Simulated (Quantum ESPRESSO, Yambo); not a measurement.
# PbO (P4/nmm): G0W0 with Yambo, start to end, part 2 of 3

How does a plane-wave GW calculation on PbO (P4/nmm) run from the first input to the gap?

Quantum ESPRESSO 7.5 and Yambo 5.3.0; PBE and many-body steps on it, plane waves. Known limits of the many-body steps: not at the basis limit; no spin-orbit coupling; coarse k mesh.

So far. Step 2 (Ground state): The gap is indirect, with the least direct gap 1.00 eV higher. Step 3 (Bands along the symmetry lines): The gap is 1.139 eV, −0.001 eV from the run before at this level.

The database entry behind the starting cell differs from later determinations by our own check (c about 1 % long), so it need not match the best structure at ambient conditions.

### Step 4. Empty states on the mesh, 4×4×2 mesh, 145 bands

Level of this step: DFT, PBE, plane waves, norm-conserving pseudopotentials (Quantum ESPRESSO).

The sums over transitions need many empty states on a uniform mesh; this step solves for them.

Input file pw.in:

```
&control
  calculation = 'nscf'
  prefix = 'x'
  outdir = 'o'
  pseudo_dir = 'pseudo'
/
&system
  ibrav = 0
  nat = 4
  ntyp = 2
  ecutwfc = 76.0
  nbnd = 145
  force_symmorphic = .true.
/
&electrons
  conv_thr = 1e-9
  electron_maxstep = 80
  diago_full_acc = .true.
  diago_thr_init = 5e-6
/
ATOMIC_SPECIES
  Pb 207.2 Pb.upf
  O 15.999 O.upf
CELL_PARAMETERS angstrom
  3.9600000000 0.0000000000 0.0000000000
  0.0000000000 3.9600000000 0.0000000000
  0.0000000000 0.0000000000 5.0700000000
ATOMIC_POSITIONS crystal
  Pb 0.0000000000 0.5000000000 0.2385140000
  Pb 0.5000000000 0.0000000000 0.7614860000
  O 0.0000000000 0.0000000000 0.0000000000
  O 0.5000000000 0.5000000000 0.0000000000
K_POINTS automatic
  4 4 2 0 0 0
```

Command:

```bash
OMP_NUM_THREADS=1 mpirun -n 8 pw.x -nk 4 -in pw.in > pw.out
```

The log of the run:

```text
[banner, memory and clock lines left out]
Program PWSCF v.7.5 starts

     Atomic positions and unit cell read from directory:
     o/x.save/

     Message from routine setup:
     using ibrav=0 with symmetry is DISCOURAGED, use correct ibrav instead

     bravais-lattice index     =            0
     lattice parameter (alat)  =       7.4833  a.u.
     unit-cell volume          =     536.5311 (a.u.)^3
     number of atoms/cell      =            4
     number of atomic types    =            2
     number of electrons       =        56.00
     number of Kohn-Sham states=          145
     kinetic-energy cutoff     =      76.0000  Ry
     charge density cutoff     =     304.0000  Ry
     Exchange-correlation= PBE
                           (   1   4   3   4   0   0   0)

     celldm(1)=   7.483315  celldm(2)=   0.000000  celldm(3)=   0.000000
     celldm(4)=   0.000000  celldm(5)=   0.000000  celldm(6)=   0.000000

     crystal axes: (cart. coord. in units of alat)
               a(1) = (   1.000000   0.000000   0.000000 )
               a(2) = (   0.000000   1.000000   0.000000 )
               a(3) = (   0.000000   0.000000   1.280303 )

     reciprocal axes: (cart. coord. in units 2 pi/alat)
               b(1) = (  1.000000  0.000000  0.000000 )
               b(2) = (  0.000000  1.000000  0.000000 )
               b(3) = (  0.000000  0.000000  0.781065 )
     Pseudo is Norm-conserving + core correction, Zval = 22.0
     Generated using ONCVPSP code by D. R. Hamann
     Using radial grid of 1692 points,  7 beta functions with:
     Pseudo is Norm-conserving + core correction, Zval =  6.0
     Generated using ONCVPSP code by D. R. Hamann
     Using radial grid of  936 points,  5 beta functions with:
     Pb               22.00   207.20000     Pb( 1.00)
     O                 6.00    15.99900     O ( 1.00)

      8 Sym. Ops. (no inversion) found

   Cartesian axes

     site n.     atom                  positions (alat units)
         1        Pb     tau(   1) = (   0.0000000   0.5000000   0.3053702  )
         2        Pb     tau(   2) = (   0.5000000   0.0000000   0.9749328  )
         3        O      tau(   3) = (   0.0000000   0.0000000   0.0000000  )
         4        O      tau(   4) = (   0.5000000   0.5000000   0.0000000  )

     number of k points=    12
                       cart. coord. in units 2pi/alat
        k(    1) = (   0.0000000   0.0000000   0.0000000), wk =   0.0625000
        k(    2) = (   0.0000000   0.0000000  -0.3905325), wk =   0.0625000
        k(    3) = (   0.0000000   0.2500000   0.0000000), wk =   0.2500000
[...]
k(   11) = (  -0.5000000  -0.5000000   0.0000000), wk =   0.0625000
        k(   12) = (  -0.5000000  -0.5000000  -0.3905325), wk =   0.0625000

     Dense  grid:    48109 G-vectors     FFT dimensions: (  45,  45,  54)

     The potential is recalculated from file :
     o/x.save/charge-density

     Starting wfcs are   34 randomized atomic wfcs +  111 random wfcs

     Band Structure Calculation

     End of band structure calculation

          k = 0.0000 0.0000 0.0000 (  6023 PWs)   bands (ev):

  -128.2830-128.2830 -69.9774 -69.9774 -69.9769 -69.9769 -69.9736 -69.9728
    -7.8584  -7.3200  -5.5689  -5.5689  -5.5086  -5.5056  -5.4213  -5.3480
    -5.3451  -5.3451  -5.3282  -3.9810   3.2148   3.7135   6.2611   6.2611
     8.7623   8.8860   8.8860  10.4904  12.9003  16.0070  16.0704  16.0704
[...]
[... 7 further rows ...]
[...]
77.1489

          k = 0.0000 0.0000-0.3905 (  6026 PWs)   bands (ev):

  -128.2831-128.2829 -69.9773 -69.9773 -69.9771 -69.9771 -69.9734 -69.9731
[...]
[... 7 further rows ...]
[...]
78.8423

          k = 0.0000 0.2500 0.0000 (  6009 PWs)   bands (ev):

  -128.2830-128.2830 -69.9774 -69.9773 -69.9771 -69.9770 -69.9735 -69.9729
[...]
44.5791  45.4382  45.7789  46.5083  46.5506  46.8208  47.3082  47.4017
     [... 7 further rows ...]
    74.1494  74.6643  75.1311  75.3503  75.4141  76.3751  76.7433  77.2865
    77.3616

          k = 0.0000 0.2500-0.3905 (  6018 PWs)   bands (ev):

     [... further k-points ...]

     highest occupied, lowest unoccupied level (ev):    10.4904   11.6307

     XML data file, pseudopotentials, collected wavefunctions
```

Run time: 7.6 s. Hardware: 8 MPI ranks of Intel Xeon 6975P-C (Granite Rapids), shared host; peak memory 0.76 GiB.

Numbers from this step:

```
gap                                                           : 1.140 eV
k of the valence top                                          : 0, 0, 0
k of the conduction bottom                                    : -0.5, -0.5, 0
least direct gap                                              : 2.140 eV
k points computed                                             : 12
lowest point of the top converged band, above the valence top : 66.6389 eV
```

On this mesh the gap is 1.140 eV.

### Step 5. Conversion and set-up

This step: Yambo 5.3.0; conversion and set-up on PBE, plane waves, norm-conserving pseudopotentials.

The states are converted to the many-body program's format and the q mesh is built.

Command:

```bash
(cd o/x.save; p2y > p2y.log; mv SAVE ../..); yambo > setup.log
```

The log of the run:

```text
 Yambo, version 5.3.0

 [02] CORE Variables Setup
 =========================

  [02.01] Unit cells
  ==================

  Cell kind             :  Unknown
  Atoms in the cell     :  Pb  O
  number of Pb atoms    :  2
  number of O  atoms    :  2

  List of atomic masses
  Mass of Pb    :  207.2000
  Mass of O     :  15.99900

  List of atomic coordinates    : [cc]
  Pb1       :  0.000000  3.741658  2.285182  order 1
  Pb2       :  3.741658  0.000000  7.295730  order 2
  O1       :  0.000000  0.000000  0.000000  order 3
  O2       :  3.741658  3.741658  0.000000  order 4

  Alat factors          :  7.483315  7.483315  9.580911 [a.u.]
  Direct lattice volume :  536.5311 [a.u.]
  Direct lattice vectors:  A[ 1 ]  A[ 2 ]  A[ 3 ]
   A[ 1 ]:  1.000000  0.000000  0.000000  [iru]
   7.483315  0.000000  0.000000  [cc]
   A[ 2 ]:  0.000000  1.000000  0.000000  [iru]
   0.000000  7.483315  0.000000  [cc]
   A[ 3 ]:  0.000000  0.000000  1.000000  [iru]
   0.000000  0.000000  9.580911  [cc]

  Recip. lattice volume :  0.462322 [a.u.]
  Recip. lattice vectors:  B[ 1 ]  B[ 2 ]  B[ 3 ]
   B[ 1 ]:  1.000000  0.000000  0.000000  [iku]
   0.839626  0.000000  0.000000  [cc]
   B[ 2 ]:  0.000000  1.000000  0.000000  [iku]
   0.000000  0.839626  0.000000  [cc]
   B[ 3 ]:  0.000000  0.000000  1.000000  [iku]
   0.000000  0.000000  0.655802  [cc]

  [02.02] Symmetries
  ==================

  Inversion symmetry    : yes
  Spatial inversion     : no
  Inversion index       :   9
  K-space Time-reversal : yes
  Magnetic symmetries   : no
  Time-reversal derived K-space symmetries:   9  16
  Group table correct   : yes
  Symmetries units      :  [cc]

   [S  1]:  1.000000  0.000000  0.000000  0.000000  1.000000  0.000000  0.000000  0.000000  1.000000
   [S  2]: -1.000000  0.000000  0.000000  0.000000 -1.000000  0.000000  0.000000  0.000000  1.000000
   [S  3]:  0.000000  1.000000  0.000000  1.000000  0.000000  0.000000  0.000000  0.000000 -1.000000
[...]
[S  7]:  0.000000  1.000000  0.000000 -1.000000  0.000000  0.000000  0.000000  0.000000 -1.000000
   [S  8]:  0.000000 -1.000000  0.000000  1.000000  0.000000  0.000000  0.000000  0.000000 -1.000000
   [S* 9]: -1.000000 -0.000000 -0.000000 -0.000000 -1.000000 -0.000000 -0.000000 -0.000000 -1.000000
   [S*10]:  1.000000 -0.000000 -0.000000 -0.000000  1.000000 -0.000000 -0.000000 -0.000000 -1.000000
     [... 4 further rows ...]
   [S*15]: -0.000000 -1.000000 -0.000000  1.000000 -0.000000 -0.000000 -0.000000 -0.000000  1.000000
   [S*16]: -0.000000  1.000000 -0.000000 -1.000000 -0.000000 -0.000000 -0.000000 -0.000000  1.000000

  [02.03] Reciprocal space
  ========================

  nG shells         :  2941
  nG charge         :   48109
  nG WFs            :   7417
  nC WFs            :   6026
  G-vecs. in first 80 shells:  [ Number ]
     1    3    7   15   19   21   29   37   41
[...]
WF components:   6026
  K [ 3]         [rlu]:  0.000000  0.250000  0.000000
         WF components:   6009
[...]
K [ 8]         [rlu]:  0.250000  0.250000 -0.500000
[...]
K [ 9]         [rlu]:  0.250000 -0.500000  0.000000
[...]
K [10]         [rlu]:  0.250000 -0.500000 -0.500000
[...]
K [11]         [rlu]: -0.500000 -0.500000  0.000000
         WF components:   6004
  K [12]         [rlu]: -0.500000 -0.500000 -0.500000
         WF components:   5984

  [02.05] Energies & Occupations
  ==============================

  [X] === General ===
  [X] Electronic Temperature                        :  0.000000  0.000000 [eV K]
  [X] Bosonic    Temperature                        :  0.000000  0.000000 [eV K]
  [X] Finite Temperature mode                       : no
  [X] El. density                                   :  0.70435E+24 [cm-3]
  [X] Fermi Level                                   :  10.49037 [eV]

  [X] === Gaps and Widths ===
  [X] Conduction Band Min                           :  1.140335 [eV]
  [X] Valence Band Max                              :  0.000000 [eV]
  [X] Filled Bands                                  :  28
  [X] Empty Bands                                   :   29  145
  [X] Direct Gap                                    :  2.139708 [eV]
  [X] Direct Gap localized at k                     :  11
  [X] Indirect Gap                                  :  1.140335 [eV]
  [X] Indirect Gap between kpts                     :   1  11
  [X] Last valence band width                       :  1.733892 [eV]
  [X] 1st conduction band width                     :  2.397837 [eV]

  E @ K [ 1]:  [eV]
  -138.7734 -138.7734  -80.4678  -80.4678  -80.4673  -80.4673  -80.4640  -80.4632
[...]
occ @ K [ 1]
[...]
E @ K [ 2]:  [eV]
[...]
occ @ K [ 2]
[...]
E @ K [ 3]:  [eV]
[...]
occ @ K [ 3]
[...]
E @ K [ 8]:  [eV]
[...]
occ @ K [ 8]
[...]
E @ K [ 9]:  [eV]
[...]
occ @ K [ 9]
[...]
E @ K [10]:  [eV]
[...]
occ @ K [10]
[...]
E @ K [11]:  [eV]
[...]
occ @ K [11]
[...]
E @ K [12]:  [eV]
[...]
occ @ K [12]
[...]
0.000000  0.000000  0.000000  0.000000  0.000000  0.000000  0.000000  0.000000
   0.000000  0.000000  0.000000  0.000000  0.000000  0.000000  0.000000  0.000000

 [03] Transferred momenta grid and indexing
 ==========================================

 IBZ Q-points                                      :  12
 BZ  Q-points                                      :   32

 K/Q-points units:
 rlu = crystal or reduced units; cc = cartesian coordinates; iku = interal k-units

 Q [ 1]         [rlu]:  0.000000  0.000000  0.000000
 Q [ 2]         [rlu]:  0.000000  0.000000 -0.500000
 Q [ 3]         [rlu]:  0.000000  0.250000  0.000000
[...]
Q [ 8]         [rlu]:  0.250000  0.250000 -0.500000
 Q [ 9]         [rlu]:  0.250000 -0.500000  0.000000
 Q [10]         [rlu]:  0.250000 -0.500000 -0.500000
 Q [11]         [rlu]: -0.500000 -0.500000  0.000000
 Q [12]         [rlu]: -0.500000 -0.500000 -0.500000

  [03.01] X indexes
  =================

   [03.01.01] Sigma indexes
   ========================

 [06] Game Over & Game summary
```

It took 2.3 s on 1 MPI rank; peak memory 0.25 GiB.

(Continued in part 3 of 3.)

[Paths, hosts, dates, memory and timing lines, banners, echoed tables and standing remarks are left out of the program output.]

[Logs are printed without paths, hosts, clocks, repeated set-up lines and the standing remarks that a program may print on its own settings, such as how far it seeks lower states.]

[Runs of the session that timed out or met a known fault of the program may be left out.]

[Hosts, paths, dates, database ids (printed as entryN), source tags and the programs' standing remarks are cut or masked in the printed files.]
